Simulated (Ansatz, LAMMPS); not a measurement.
# Squeezing and shearing Zn39S26Se13 with crystalline order left by the classical run (78 atoms), part 2 of 3

How stiff is Zn39S26Se13 with crystalline order left by the classical run (78 atoms), and how do its levels respond to strain?

Ansatz 0.2.0; Kohn-Sham DFT, LDA, PAW (set soft_2), plane waves.

The cell: 39 Zn, 26 S and 13 Se. The quench rate of 10 K/ps far exceeds what a furnace or splat quench reaches. The network of bonds at the start is that of the classical potential that made the cell. The Brillouin zone is sampled at Γ only.

So far. Step 2 (Single point at the start): The r.m.s. force at the start is 0.26 eV/Å. Step 3 (Cell and atoms relaxed): The relaxation converged after 14 steps, with a largest force component of 0.045 eV/Å.

## (4) Single point at the relaxed geometry

One more single point at the end of the walk gives the fuller output and checks the residual forces.

Contents of input.yaml:

```yaml
crystal:
  lattice:
    - [11.55791, -0.3381, 0.40007]
    - [-0.3381, 11.46586, 0.30246]
    - [0.40007, 0.30246, 11.57303]
  atoms:
    - { symbol: Zn, position: [0.86069, 0.21018, 0.0133] }
    - { symbol: Zn, position: [0.39559, 0.89831, 0.22137] }
    - { symbol: Zn, position: [0.54948, 0.00036, 0.49119] }
    - { symbol: Zn, position: [0.60591, 0.37328, 0.92064] }
    - { symbol: Zn, position: [0.27796, 0.15914, 0.38709] }
    - { symbol: Zn, position: [0.92776, 0.77693, 0.15189] }
    [... 66 atom lines left out ...]
    - { symbol: Se, position: [0.34184, 0.53989, 0.12474] }
    - { symbol: Se, position: [0.18117, 0.21863, 0.21554] }
    - { symbol: Se, position: [0.26059, 0.77718, 0.35157] }
    - { symbol: Se, position: [0.83725, 0.83412, 0.97965] }
    - { symbol: Se, position: [0.50415, 0.43588, 0.75583] }
    - { symbol: Se, position: [0.97069, 0.75029, 0.5367] }
kpoints:
  mp_grid: { grid: [1, 1, 1] }
hamiltonian:
  xc: lda
scf:
  occupations: { method: gaussian, width: 0.025 }
output:
  forces: true
  stress: true
  populations: true
  dos:
    method: { smearing: { sigma: 0.1 } }
    de: 0.1
    projected: { site_lists: { S: [S], Se: [Se], Zn: [Zn] } }
  eigenvalues: true
  write_density: true
  write_potential: true
  volumetric_format: npy
```

Launch:

```console
$ ansatz run input.yaml --threads 4 --pin off --max-ram 8192MiB --backend cpu --events-out ev --progress --plain --runs-dir out
```

Numbers of over 12 decimals in the logs are rounded to 6 here.

Log:

```text
[...]
Crystal: 78 atoms, lattice volume = 1529.377 Å³
Basis set: ecut = 420 eV, 29889 PW (Γ)
Bands: 500, of which v1, the nominal top of the filled ones, is band 416 counted from 1 (415 counted from 0)
Symmetry: 1 space group operations
[...]
k-points: 1
[...]
SCF iter   1: F=—  HF=-219248.182386 eV  |F-HF|=—  |Δ(HF+E_count)|=         —  Δρ=7.40e-3  dr2=7.69e-1  ethr=1.77e-3  ⟨swp⟩=6.0  Hψ=2061  notcnv=0  defer=34
[...]
SCF iter  10: F=-219247.932726 eV  HF=-219247.932726 eV  |F-HF|=1.69e-9  |Δ(HF+E_count)|=   3.61e-8  Δρ=1.60e-6  dr2=4.28e-8  ethr=1.20e-11  ⟨swp⟩=21.0  Hψ=5442  notcnv=0
SCF 1 converged in 10 iterations: F = -219247.932726 eV  dr2 = 4.28e-8
[...]
SCF converged after 10 iterations
Free energy (F): -219247.932726 eV
[...]
Internal energy: -219247.932726 eV  (E = F + TS)
E sigma→0 (E₀):  -219247.932726 eV
Fermi energy:    8.376589 eV
[...]
--- Forces (eV/Å), atoms counted from 1 ---
  atom   1  Zn    -0.00496339     0.00343637    -0.00841877
  atom   2  Zn    -0.00604781     0.00196657     0.00183478
  atom   3  Zn    -0.00172088    -0.00209854     0.00369225
  atom   4  Zn     0.00072835    -0.00611290    -0.00531257
  atom   5  Zn     0.01068511    -0.00219579    -0.01256895
  atom   6  Zn    -0.01148919     0.00192599     0.00170187
  atom   7  Zn    -0.00536222     0.00982299     0.00956937
  atom   8  Zn     0.00712848     0.00233883    -0.01129710
  atom   9  Zn    -0.00845622     0.00116577    -0.00073082
  atom  10  Zn    -0.00004188     0.00043655     0.00065503
  atom  11  Zn     0.00070543    -0.01350082     0.01102671
  atom  12  Zn     0.00273877    -0.00176509     0.00514859
  atom  13  Zn     0.01143500     0.00301995    -0.00295888
  atom  14  Zn    -0.00109827     0.00637377     0.00969410
[...]
atom  77  Se    -0.01004971    -0.00398515    -0.00103616
  atom  78  Se    -0.00774518     0.00313393     0.00032870
  max |Σ_I F_I| component: 1.25e-4 eV/Å
--- Stress (GPa, compression-positive) ---
       -0.006518      -0.005698      -0.000547
       -0.005698      -0.001837       0.026693
       -0.000547       0.026693      -0.026544
  P = ⅓ Tr σ = -0.0116 GPa (-0.116 kbar)
--- Band table (eV) ---
[...]
--- Löwdin populations: 78 sites ---
  site symbol       q [e]
     0     Zn     10.7563
     1     Zn     10.7792
     2     Zn     10.7544
[...]
77     Se     17.0491
  spilling = 0.010021 (of n_electrons = 832.000000)
```

Elapsed: 21 s, on 4 threads of Intel Xeon Platinum 8488C (Sapphire Rapids), shared host; peak memory 2.3 GiB; 79 s of CPU time.

The run gave:

- free energy: -219247.9327 eV
- free energy per atom: -2810.8709 eV/atom
- SCF cycles: 10
- pressure: -0.01163 GPa
- r.m.s. force component: 0.00714 eV/Å
- longest force: 0.05108 eV/Å
- Fermi energy: 8.377 eV
- gap (highest filled to lowest empty level): 0.8267 eV
- spilling of the projection: 0.01002

States in the cell by windows of 1 eV, zero at the Fermi level; the larger projections on atomic orbitals stand beside the total:

| from (eV) | to (eV) | total | Zn d | S p | Se p | Zn s | S s |
| --- | --- | --- | --- | --- | --- | --- | --- |
| -18 | -17 | 0.0 | 0.0 | 0.0 | 0.0 | 0.0 | 0.0 |
| -17 | -16 | 2.0 | 0.0 | 0.1 | 0.1 | 0.2 | 0.7 |
| -16 | -15 | 2.2 | 0.0 | 0.0 | 0.0 | 0.7 | 0.9 |
| -15 | -14 | 65.2 | 2.5 | 0.3 | 0.2 | 7.2 | 36.6 |
| -14 | -13 | 7.8 | 0.5 | 0.0 | 0.1 | 0.1 | 4.7 |
| -13 | -12 | 0.7 | 0.0 | 0.0 | 0.0 | 0.0 | 0.3 |
| -12 | -10 | 0.0 | 0.0 | 0.0 | 0.0 | 0.0 | 0.0 |
| -10 | -9 | 2.2 | 1.7 | 0.2 | 0.1 | 0.2 | 0.0 |
| -9 | -8 | 310.6 | 284.8 | 15.8 | 5.8 | 3.4 | 0.2 |
| -8 | -7 | 84.3 | 75.7 | 3.0 | 1.7 | 2.0 | 1.1 |
| -7 | -6 | 49.3 | 8.5 | 18.9 | 8.3 | 11.0 | 1.4 |
| -6 | -5 | 25.6 | 2.8 | 13.9 | 5.7 | 1.6 | 0.5 |
| -5 | -4 | 49.0 | 4.7 | 28.5 | 9.9 | 2.4 | 1.1 |
| -4 | -3 | 63.9 | 5.0 | 37.9 | 17.1 | 0.9 | 0.3 |
| -3 | -2 | 31.5 | 2.2 | 12.6 | 14.9 | 0.3 | 0.1 |
| -2 | -1 | 5.7 | 0.5 | 2.8 | 2.3 | 0.0 | 0.0 |
| -1 | 0 | 2.0 | 0.0 | 0.2 | 0.1 | 1.1 | 0.4 |
| 0 | 1 | 5.7 | 0.0 | 1.1 | 0.9 | 2.1 | 0.3 |
| 1 | 2 | 26.9 | 0.1 | 2.8 | 1.7 | 7.4 | 0.6 |
| 2 | 3 | 51.0 | 0.2 | 6.5 | 3.1 | 16.9 | 1.8 |
| 3 | 4 | 50.4 | 0.1 | 4.1 | 2.2 | 8.6 | 0.2 |

The stored curve holds about 702 of the 832 electrons; the rest, give or take the few that broadening carries across the Fermi level, lie in deeper levels below its range.

The levels nearest the highest filled one (over half full), pooled over k-points and spins:

| level less the highest filled one (eV) | occupation |
| --- | --- |
| -1.79 | 2 |
| -1.66 | 2 |
| -1.47 | 2 |
| -1.40 | 2 |
| -1.38 | 2 |
| 0 | 2 |
| 0.827 | 0 |
| 1.32 | 0 |
| 1.38 | 0 |
| 1.82 | 0 |
| 1.93 | 0 |
| 2.02 | 0 |

Electrostatic potential energy in the ac plane at fractional y = 0.554, with atoms of Zn and S and Se within 0.2 Å of it. With pseudopotentials it is smooth inside the atoms' cores, unlike the true potential.

Values in eV, 13 rows by 16 columns, each cell a mean:
```
-14 -10   8  11  11  10  11  11  11   5 -14  -7   8  10  10   6
  2   8  10  10   0 -11   3  11  11  11  10   9   8   8 -10 -16
 -1  11  11   9 -12 -30 -11   9  10  11  11  11  10   8 -19 -26
  9  10   7  -5  -2  -1   6  10   9   4   0   8  11  11   7   4
 11  11   3 -26 -16   9  11  11   8 -17 -30  -8   9  11  11  11
 11  11   9   4   5  10  11  10   7  -2 -13   1   7   8  10  11
  9  10  10   7  -4  -3   8   5  -7   1   9  11   9   1 -14  -3
  3  -2   7   2 -27 -28   1   7   0   5  11  11  10  -2 -26 -15
  5  -3   4   6  -3  -5   8  10  10  10  11  11   9   7   5   7
 11   7  -7  -3   7   8  10  11  11  11  11   8   5   6  10  11
 11   9   3   3  -1  -7  -2  10  11  11  10   0  -9   6  11  11
 10  10  10  10  -5  -5  -9   7   9   9   3   3   3   9  11  11
 -3   0   9  11   8   1   4   8   8  -3 -27 -18   8  11  11   8
```
Columns run along a (11.6 Å; values clipped at the 3rd and 97th percentile), rows up along c (11.6 Å). Atoms in or near the plane, at fractional coordinates: Zn at (0.31, 0.41), Zn at (0.64, 0.63), S at (0.66, 0.01), S at (0.94, 0.82), Se at (0.34, 0.12).

Valence density in the ac plane at fractional y = 0.554, with atoms of Zn and S and Se within 0.2 Å of it. It is the smooth field of the valence electrons, not physical close to the nuclei.

Ten steps, logarithmic in the rise over the least value, from '0' (0 e/Å³) to '9' (27 e/Å³), each cell a mean:
```
343210000000000000112333210000001
222100000000000000001222110001111
211000000122100000000000000112233
210000001367420000000000000123323
310000001489621000000000000123323
210000111245311011000000000012333
100001222221100001111110000001111
000012333321000000125642000000000
000012333310000000148973110000000
000001222210000000125752111100000
000000111100000011112211111111000
000000001110000122221000011112210
111000012443101123321000000135642
122211014897211122221000000137852
222221113786210111110000000123432
122221111232100000000000001111111
011222110111000000000000011110000
000122211001000000000000112210000
000012211111110000000001122110000
000001111245421000000001222100000
000000012479842100000011221100000
001000001368742100011222110000000
111100000123321111123333210000000
232110000001100000123223210000001
```
Columns run along a (11.6 Å), rows up along c (11.6 Å). Atoms in or near the plane, at fractional coordinates: Zn at (0.31, 0.41), Zn at (0.64, 0.63), S at (0.66, 0.01), S at (0.94, 0.82), Se at (0.34, 0.12).

Filled and empty levels are parted by 0.827 eV (at Γ alone); a local or semilocal functional tends to put such gaps too low. In a disordered cell it changes from sample to sample, and tail or defect levels can set it. The largest share in the top eV of filled states is Zn s (56 % of the projected weight), and in the lowest eV of empty states Zn s (45 % of the projected weight).

## (5) Volume -3 %

The relaxed cell is scaled evenly and the atoms are relaxed again; the stress at the end gives one point of P(V).

input.yaml, the sections that differ from step 4:

```yaml
crystal:
  lattice:
    - [11.44116, -0.33468, 0.39603]
    - [-0.33468, 11.35004, 0.2994]
    - [0.39603, 0.2994, 11.45612]
  atoms:
    [... the 78 atom lines of step 4 ...]
output:
  forces: true
  eigenvalues: true
  stress: true
relax:
  f_tol: 0.05
  max_steps: 70
# kpoints, hamiltonian, scf: as in step 4
```

Log:

```text
Warning: output.stress: scf.convergence.dr2_threshold = 1e-7 eV (the SCF's general default) is looser than the 7.8e-9 eV advised for a printed stress (1e-10 eV for each atom of the cell: 78). What an SCF threshold leaves in a stress goes as its square root, and in the free energy as the threshold itself, and one threshold admits the most on a small cell: [...]
[...]
Crystal: 78 atoms, lattice volume = 1483.496 Å³
Basis set: ecut = 420 eV, 28953 PW (Γ)
Bands: 500, of which v1, the nominal top of the filled ones, is band 416 counted from 1 (415 counted from 0)
Symmetry: 1 space group operations
[...]
k-points: 1
[...]
SCF iter   1: F=—  HF=-219247.819931 eV  |F-HF|=—  |Δ(HF+E_count)|=         —  Δρ=7.42e-3  dr2=7.43e-1  ethr=1.77e-3  ⟨swp⟩=6.0  Hψ=2062  notcnv=0  defer=37
[...]
SCF iter   6: F=—  HF=-219247.577028 eV  |F-HF|=—  |Δ(HF+E_count)|=   3.62e-5  Δρ=7.26e-5  dr2=8.70e-5  ethr=3.68e-8  ⟨swp⟩=2.0  Hψ=831  notcnv=0  defer=80
SCF iter   7: F=-219247.576987 eV  HF=-219247.577017 eV  |F-HF|=2.93e-5  |Δ(HF+E_count)|=   1.19e-5  Δρ=4.49e-5  dr2=2.00e-5  ethr=7.51e-9  ⟨swp⟩=14.0  Hψ=2920  notcnv=0
SCF 1 converged in 7 iterations: F = -219247.576987 eV  dr2 = 2.00e-5
[...]
relax step   1: F+E_penalty+E_count = -219247.57698720 eV  Δ(F+E_penalty+E_count) = +0.000e0 eV  max|allowed force component| = 2.831e-1 eV/Å  Δτ_max = 0.0000 Å  (7 SCF iters, dr2 threshold 6.25e-5 eV, accepted)
[...]
relax step   2: F+E_penalty+E_count = -219247.58808080 eV  Δ(F+E_penalty+E_count) = -1.109e-2 eV  max|allowed force component| = 1.447e-1 eV/Å  Δτ_max = 0.0247 Å  (5 SCF iters, dr2 threshold 5.01e-6 eV, accepted)
[...]
relax step   3: F+E_penalty+E_count = -219247.59870553 eV  Δ(F+E_penalty+E_count) = -1.062e-2 eV  max|allowed force component| = 7.056e-2 eV/Å  Δτ_max = 0.0559 Å  (9 SCF iters, accepted)
relax step   4: F+E_penalty+E_count = -219247.60395552 eV  Δ(F+E_penalty+E_count) = -5.250e-3 eV  max|allowed force component| = 1.067e-1 eV/Å  Δτ_max = 0.0723 Å  (9 SCF iters, accepted)
relax step   5: F+E_penalty+E_count = -219247.60878150 eV  Δ(F+E_penalty+E_count) = -4.826e-3 eV  max|allowed force component| = 6.358e-2 eV/Å  Δτ_max = 0.0574 Å  (6 SCF iters, dr2 threshold 2.71e-6 eV, accepted)
[...]
relax step   6: F+E_penalty+E_count = -219247.61022791 eV  Δ(F+E_penalty+E_count) = -1.446e-3 eV  max|allowed force component| = 2.987e-2 eV/Å  Δτ_max = 0.0134 Å  (7 SCF iters, accepted)
SCF converged after 7 iterations
Free energy (F): -219247.610228 eV
[...]
Internal energy: -219247.610228 eV  (E = F + TS)
E sigma→0 (E₀):  -219247.610228 eV
Fermi energy:    8.793832 eV
[...]
Σ components = -219247.610228   (vs F -219247.610228, Δ=0.00e0)
--- Forces (eV/Å), atoms counted from 1 ---
  atom   1  Zn    -0.00265489     0.00081681     0.00040387
  atom   2  Zn     0.00080527     0.00130082    -0.00527629
  atom   3  Zn     0.00305318     0.00284704    -0.00061071
  atom   4  Zn     0.00119875     0.00085319    -0.00097647
[...]
atom  78  Se    -0.00336094    -0.00131848     0.00035592
  max |Σ_I F_I| component: 8.24e-5 eV/Å
--- Stress (GPa, compression-positive) ---
        2.358140      -0.036437      -0.000389
       -0.036437       2.397650       0.049205
       -0.000389       0.049205       2.258022
  P = ⅓ Tr σ = 2.3379 GPa (23.379 kbar)
--- Band table (eV) ---
[...]
--- Relaxed structure (6 steps of the walk, 6 accepted, 0 SCFs on fresh bases) ---
  F+E_penalty+E_count = -219247.61022791 eV   max|allowed force component| = 2.987e-2 eV/Å
  atoms:
    - { symbol: Zn, position: [0.860161, 0.210055, 0.013123] }
    - { symbol: Zn, position: [0.394464, 0.900731, 0.222356] }
    - { symbol: Zn, position: [0.547504, -0.000171703, 0.491663] }
    - { symbol: Zn, position: [0.605831, 0.373854, 0.920252] }
[...]
- { symbol: Se, position: [0.970862, 0.751326, 0.536175] }
```

Elapsed: 81 s, on 4 threads; peak memory 2.2 GiB.

The program notes that the SCF threshold is loose for the stress.

The relaxation converged after 6 steps, 0.0332 eV below its start, with a largest force component of 0.030 eV/Å.

Volume -3 %: the energy stands 0.322 eV above that of the reference, at a pressure of 2.34 GPa.

## (6) Volume +3 %

The relaxed cell is scaled to another volume.

input.yaml, the sections that differ from step 5:

```yaml
crystal:
  lattice:
    - [11.67235, -0.34145, 0.40403]
    - [-0.34145, 11.57939, 0.30545]
    - [0.40403, 0.30545, 11.68762]
  atoms:
    [... the 78 atom lines of step 4 ...]
# kpoints, hamiltonian, scf, output, relax: as in step 5
```

Log:

```text
[...]
Crystal: 78 atoms, lattice volume = 1575.257 Å³
Basis set: ecut = 420 eV, 30839 PW (Γ)
Bands: 500, of which v1, the nominal top of the filled ones, is band 416 counted from 1 (415 counted from 0)
Symmetry: 1 space group operations
[...]
k-points: 1
[...]
SCF iter   1: F=—  HF=-219247.870151 eV  |F-HF|=—  |Δ(HF+E_count)|=         —  Δρ=7.39e-3  dr2=8.17e-1  ethr=1.77e-3  ⟨swp⟩=6.0  Hψ=2062  notcnv=0  defer=32
[...]
SCF iter   6: F=—  HF=-219247.608689 eV  |F-HF|=—  |Δ(HF+E_count)|=   5.64e-5  Δρ=7.24e-5  dr2=8.89e-5  ethr=4.32e-8  ⟨swp⟩=2.0  Hψ=837  notcnv=0  defer=79
SCF iter   7: F=-219247.608641 eV  HF=-219247.608690 eV  |F-HF|=4.91e-5  |Δ(HF+E_count)|=   1.47e-6  Δρ=4.93e-5  dr2=3.15e-5  ethr=7.51e-9  ⟨swp⟩=13.0  Hψ=2819  notcnv=0
SCF 1 converged in 7 iterations: F = -219247.608641 eV  dr2 = 3.15e-5
[...]
relax step   1: F+E_penalty+E_count = -219247.60864106 eV  Δ(F+E_penalty+E_count) = +0.000e0 eV  max|allowed force component| = 2.614e-1 eV/Å  Δτ_max = 0.0000 Å  (7 SCF iters, dr2 threshold 6.25e-5 eV, accepted)
[...]
relax step   2: F+E_penalty+E_count = -219247.61858530 eV  Δ(F+E_penalty+E_count) = -9.944e-3 eV  max|allowed force component| = 1.317e-1 eV/Å  Δτ_max = 0.0251 Å  (5 SCF iters, dr2 threshold 4.27e-6 eV, accepted)
[...]
relax step   3: F+E_penalty+E_count = -219247.62429681 eV  Δ(F+E_penalty+E_count) = -5.712e-3 eV  max|allowed force component| = 6.377e-2 eV/Å  Δτ_max = 0.0395 Å  (8 SCF iters, accepted)
relax step   4: F+E_penalty+E_count = -219247.62756223 eV  Δ(F+E_penalty+E_count) = -3.265e-3 eV  max|allowed force component| = 7.350e-2 eV/Å  Δτ_max = 0.0422 Å  (8 SCF iters, accepted)
[...]
relax step   5: F+E_penalty+E_count = -219247.63082315 eV  Δ(F+E_penalty+E_count) = -3.261e-3 eV  max|allowed force component| = 3.406e-2 eV/Å  Δτ_max = 0.0477 Å  (8 SCF iters, accepted)
SCF converged after 8 iterations
Free energy (F): -219247.630823 eV
[...]
Internal energy: -219247.630823 eV  (E = F + TS)
E sigma→0 (E₀):  -219247.630823 eV
Fermi energy:    7.966979 eV
[...]
Σ components = -219247.630823   (vs F -219247.630823, Δ=0.00e0)
--- Forces (eV/Å), atoms counted from 1 ---
  atom   1  Zn    -0.00034996     0.00096745     0.00030908
  atom   2  Zn     0.01791871    -0.00236255    -0.00782867
  atom   3  Zn    -0.00290381    -0.00202390    -0.00050313
  atom   4  Zn    -0.00129082    -0.00174512     0.00552232
[...]
atom  78  Se     0.00217271     0.00084193     0.00010416
  max |Σ_I F_I| component: 1.21e-4 eV/Å
--- Stress (GPa, compression-positive) ---
       -2.052477      -0.005894      -0.003431
       -0.005894      -2.051074       0.011509
       -0.003431       0.011509      -2.043343
  P = ⅓ Tr σ = -2.0490 GPa (-20.490 kbar)
--- Band table (eV) ---
[...]
--- Relaxed structure (5 steps of the walk, 5 accepted, 0 SCFs on fresh bases) ---
  F+E_penalty+E_count = -219247.63082315 eV   max|allowed force component| = 3.406e-2 eV/Å
  atoms:
    - { symbol: Zn, position: [0.860927, 0.210011, 0.012957] }
    - { symbol: Zn, position: [0.395961, 0.896903, 0.220983] }
    - { symbol: Zn, position: [0.550741, 0.000884871, 0.491058] }
    - { symbol: Zn, position: [0.606126, 0.372930, 0.920372] }
[...]
- { symbol: Se, position: [0.970243, 0.750033, 0.536888] }
```

The job ended after 71 s (4 threads; peak memory 2.3 GiB).

The relaxation converged after 5 steps, 0.0222 eV below its start, with a largest force component of 0.034 eV/Å.

Volume +3 %: the energy stands 0.302 eV above that of the reference, at a pressure of -2.05 GPa.

## (7) Volume -6 %

The relaxed cell is scaled to another volume.

Input and log are left out; they have the form of those shown for this kind of step.

Run time: 1.8 min. Hardware: 4 threads of Intel Xeon Platinum 8488C (Sapphire Rapids), shared host; peak memory 2.2 GiB.

The relaxation converged after 8 steps, 0.132 eV below its start, with a largest force component of 0.020 eV/Å.

Volume -6 %: the energy stands 1.38 eV above that of the reference, at a pressure of 5.13 GPa.

## (8) Volume +6 %

The relaxed cell is scaled to another volume.

Input and log are left out; they have the form of those shown for this kind of step.

The job ended after 2.8 min (4 threads of Intel Xeon Platinum 8488C (Sapphire Rapids), shared host; peak memory 2.4 GiB).

The relaxation converged after 12 steps, 0.147 eV below its start, with a largest force component of 0.023 eV/Å.

Volume +6 %: the energy stands 1.08 eV above that of the reference, at a pressure of -3.60 GPa.

(Continued in part 3 of 3.)

[Logs are printed without paths, hosts, clocks, repeated set-up lines and the standing remarks that a program may print on its own settings, such as how far it seeks lower states.]

[Hosts, paths, dates, database ids (printed as entryN), source tags and the programs' standing remarks are cut or masked in the printed files.]
